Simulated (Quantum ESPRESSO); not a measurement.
## CaO (Lime): from strain to phonon shift

Aim: the phonon deformation potentials p and q of CaO (Lime), tested on a biaxially strained cell.

Method: DFT LDA, scalar-relativistic, plane waves, GBRV ultrasoft pseudopotentials, in Quantum ESPRESSO 7.5.

**1. The relaxed structure**

It takes space group Fm-3m (No. 225, cubic). Conventional cell: a = 4.710 Å, b = 4.710 Å, c = 4.710 Å, α = 90.00°, β = 90.00°, γ = 90.00°. Nearest to Ca lie 6 O at 2.36 Å. Nearest to O lie 6 Ca at 2.36 Å. Farther neighbours and most contacts between anions are not listed.

This is the cell after its relaxation at this level of theory, not the database cell from which that began.

**2. Uniaxial strain**

The relaxed cell is stretched along z alone. This keeps all atoms on sites fixed by symmetry and splits the threefold mode into a singlet, polarised along z, and a doublet. The macroscopic field is left out, so these are transverse modes. Cutoff 55 Ry, k mesh 8×8×8.

From the response at ε_zz = 0.01:

Log:

```text
[banners, grids, parts of the stress and lines that vanish by symmetry left out]
Program PHONON v.7.5
     Reading xml data from directory:

[...]
Exchange-correlation= PZ
                           (   1   1   0   0   0   0   0)
[...]
kinetic-energy cut-off    =      55.0000  Ry
     charge density cut-off    =     440.0000  Ry
     convergence threshold     =      1.0E-18
[...]
Exchange-correlation= PZ
                           (   1   1   0   0   0   0   0)
[...]
q = (   0.0000000   0.0000000   0.0000000 )
     17 Sym.Ops. (with q -> -q+G )
     G cutoff =  445.9978  (  27703 G-vectors)     FFT grid: ( 45, 45, 45)
     G cutoff =  222.9989  (   9793 G-vectors)  smooth grid: ( 30, 30, 30)
     number of k points=    59
[...]
Mode symmetry, D_4h(4/mmm) point group:
[...]
Representation #   1 mode #   1
[...]
End of self-consistent calculation
     Convergence has been achieved
     Representation #   2 mode #   2
[...]
End of self-consistent calculation
     Convergence has been achieved
     Representation #   3 modes #   3   4
[...]
End of self-consistent calculation
     Convergence has been achieved
     Representation #   4 modes #   5   6
[...]
End of self-consistent calculation
     Convergence has been achieved
[...]
q = (    0.000000000   0.000000000   0.000000000 )
[...]
freq (    1) =      -0.270707 [THz] =      -9.029830 [cm-1]
     freq (    2) =      -0.270707 [THz] =      -9.029830 [cm-1]
     freq (    3) =      -0.217222 [THz] =      -7.245763 [cm-1]
     freq (    4) =       7.947194 [THz] =     265.089856 [cm-1]
     freq (    5) =       8.793455 [THz] =     293.318093 [cm-1]
     freq (    6) =       8.793455 [THz] =     293.318093 [cm-1]
[...]
Mode symmetry, D_4h(4/mmm) point group:
     freq (   1-   2) =         -9.0  [cm-1]   --> E_u  X_5' M_5'  I
     freq (   3-   3) =         -7.2  [cm-1]   --> A_2u X_4' M_4'  I
     freq (   4-   4) =        265.1  [cm-1]   --> A_2u X_4' M_4'  I
     freq (   5-   6) =        293.3  [cm-1]   --> E_u  X_5' M_5'  I

   JOB DONE.
```

| ε_zz | singlet (cm⁻¹) | doublet (cm⁻¹) | σ_zz (GPa) | σ_xx (GPa) |
| --- | --- | --- | --- | --- |
| -0.01 | 318.24 | 288.88 | -2.673 | -0.539 |
| -0.005 | 304.70 | 290.19 | -1.241 | -0.213 |
| 0 | 291.34 | 291.34 | 0.105 | 0.105 |
| 0.005 | 278.18 | 292.41 | 1.368 | 0.417 |
| 0.01 | 265.09 | 293.32 | 2.551 | 0.722 |

Stress is counted positive in tension.

**3. The fit**

To first order ω² − ω₀² = p ε_zz + q (ε_xx + ε_yy) for the mode along z, and likewise for x and y. With ε_zz alone the singlet gives p and the doublet q.

The linear terms of parabolas through ω² are p = -18.25 ω₀² and q = 1.52 ω₀², with ω₀ = 291.3 cm⁻¹. Those of the stresses are C11 = 261 GPa and C12 = 63 GPa. Under hydrostatic strain p and q imply γ = −(p + 2q)/(6 ω₀²) = 2.53.

A layer held to an in-plane strain ε and free along z takes ε_zz = −2 (C12/C11) ε = -0.483 ε. To first order the singlet then shifts by (q − p C12/C11) ε / ω₀ = 1727 ε cm⁻¹. For ε = 0.004, ε_zz = -0.00193, the formulas for ω² predict 298.17 cm⁻¹ for the singlet and 280.98 cm⁻¹ for the doublet.

**4. A biaxially strained cell**

This run was no part of the fit.

Log:

```text
[banners, grids, parts of the stress and lines that vanish by symmetry left out]
[banner, memory and clock lines left out]
Program PHONON v.7.5

[...]
Exchange-correlation= PZ
                           (   1   1   0   0   0   0   0)
[...]
kinetic-energy cut-off    =      55.0000  Ry
     charge density cut-off    =     440.0000  Ry
     convergence threshold     =      1.0E-18
[...]
Exchange-correlation= PZ
                           (   1   1   0   0   0   0   0)
[...]
q = (   0.0000000   0.0000000   0.0000000 )
     17 Sym.Ops. (with q -> -q+G )
     G cutoff =  442.4785  (  27605 G-vectors)     FFT grid: ( 45, 45, 45)
     G cutoff =  221.2392  (   9801 G-vectors)  smooth grid: ( 30, 30, 30)
     number of k points=    59
[...]
Mode symmetry, D_4h(4/mmm) point group:
[...]
Representation #   1 mode #   1
[...]
End of self-consistent calculation
     Convergence has been achieved
     Representation #   2 mode #   2
[...]
End of self-consistent calculation
     Convergence has been achieved
     Representation #   3 modes #   3   4
[...]
End of self-consistent calculation
     Convergence has been achieved
     Representation #   4 modes #   5   6
[...]
End of self-consistent calculation
     Convergence has been achieved
[...]
q = (    0.000000000   0.000000000   0.000000000 )
[...]
freq (    1) =      -0.271134 [THz] =      -9.044060 [cm-1]
     freq (    2) =      -0.233911 [THz] =      -7.802424 [cm-1]
     freq (    3) =      -0.233911 [THz] =      -7.802424 [cm-1]
     freq (    4) =       8.431230 [THz] =     281.235576 [cm-1]
     freq (    5) =       8.431230 [THz] =     281.235576 [cm-1]
     freq (    6) =       8.938221 [THz] =     298.146950 [cm-1]
[...]
Mode symmetry, D_4h(4/mmm) point group:
     freq (   1-   1) =         -9.0  [cm-1]   --> A_2u X_4' M_4'  I
     freq (   2-   3) =         -7.8  [cm-1]   --> E_u  X_5' M_5'  I
     freq (   4-   5) =        281.2  [cm-1]   --> E_u  X_5' M_5'  I
     freq (   6-   6) =        298.1  [cm-1]   --> A_2u X_4' M_4'  I
```

| mode | predicted (cm⁻¹) | run (cm⁻¹) |
| --- | --- | --- |
| singlet | 298.17 | 298.15 |
| doublet | 280.98 | 281.24 |

The stress along z is 0.102 GPa and that in the plane 1.246 GPa; the unstrained cell carries 0.105 GPa.

**5. What came out**

- p (in units of the squared frequency): -18.25
- q (same units): 1.523
- shift of the singlet per unit of biaxial strain: 1727 cm⁻¹
- C11 and C12: 261 and 63 GPa

In words: To first order, one per cent of tensile biaxial strain moves the singlet of CaO (Lime) by 17.3 cm⁻¹ and the doublet by -25.4 cm⁻¹; the formulas miss the test run by up to 0.26 cm⁻¹. In the rock-salt structure this mode is infrared active and has no first-order Raman line. The third potential, r, needs shear strain, which was not run. The acoustic modes of the response miss zero by 11 cm⁻¹, a numerical error that can touch the optical modes as well. These are harmonic values at zero temperature.

[Host names and launcher messages were left out of these logs when they were recorded.]

[Logs are printed without paths, hosts, clocks, repeated set-up lines and the standing remarks that a program may print on its own settings, such as how far it seeks lower states.]

[Hosts, paths, dates, database ids (printed as entryN), source tags and the programs' standing remarks are cut or masked in the printed files.]
